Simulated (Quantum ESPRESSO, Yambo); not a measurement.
Planning a run of Quantum ESPRESSO 7.5 on BiOBr (P4/nmm). The input:

```
&control
  calculation = 'scf'
  prefix = 'x'
  outdir = 'o'
  pseudo_dir = 'pseudo'
/
&system
  ibrav = 0
  nat = 6
  ntyp = 3
  ecutwfc = 76.0
  nbnd = 53
  force_symmorphic = .true.
/
&electrons
  conv_thr = 1e-10
  electron_maxstep = 80
  mixing_beta = 0.5
/
ATOMIC_SPECIES
  Bi 208.98 Bi.upf
  Br 79.904 Br.upf
  O 15.999 O.upf
CELL_PARAMETERS angstrom
  3.9160000000 0.0000000000 0.0000000000
  0.0000000000 3.9160000000 0.0000000000
  0.0000000000 0.0000000000 8.0770000000
ATOMIC_POSITIONS crystal
  Bi 0.0000000000 0.5000000000 0.1540000000
  Bi 0.5000000000 0.0000000000 0.8460000000
  Br 0.0000000000 0.5000000000 0.6530000000
  Br 0.5000000000 0.0000000000 0.3470000000
  O 0.0000000000 0.0000000000 0.0000000000
  O 0.5000000000 0.5000000000 0.0000000000
K_POINTS automatic
  6 6 4 0 0 0
```

The database entry behind the starting cell differs from later determinations by our own check (0.1 to 0.3 % short, probably kX units), so it need not match the best structure at ambient conditions.

```sh
OMP_NUM_THREADS=1 mpirun -n 8 pw.x -nk 8 -in pw.in > pw.out
```

How long will it take on 8 MPI ranks of Arm Neoverse V1, shared host, and how much memory?

It took 48 s; on shared hardware allow 24 s to 97 s. Peak host memory was 1.2 GiB.

[Paths, hosts, dates, memory and timing lines, banners, echoed tables and standing remarks are left out of the program output.]

[Logs are printed without paths, hosts, clocks, repeated set-up lines and the standing remarks that a program may print on its own settings, such as how far it seeks lower states.]

[Runs of the session that timed out or met a known fault of the program may be left out.]

[Hosts, paths, dates, database ids (printed as entryN), source tags and the programs' standing remarks are cut or masked in the printed files.]
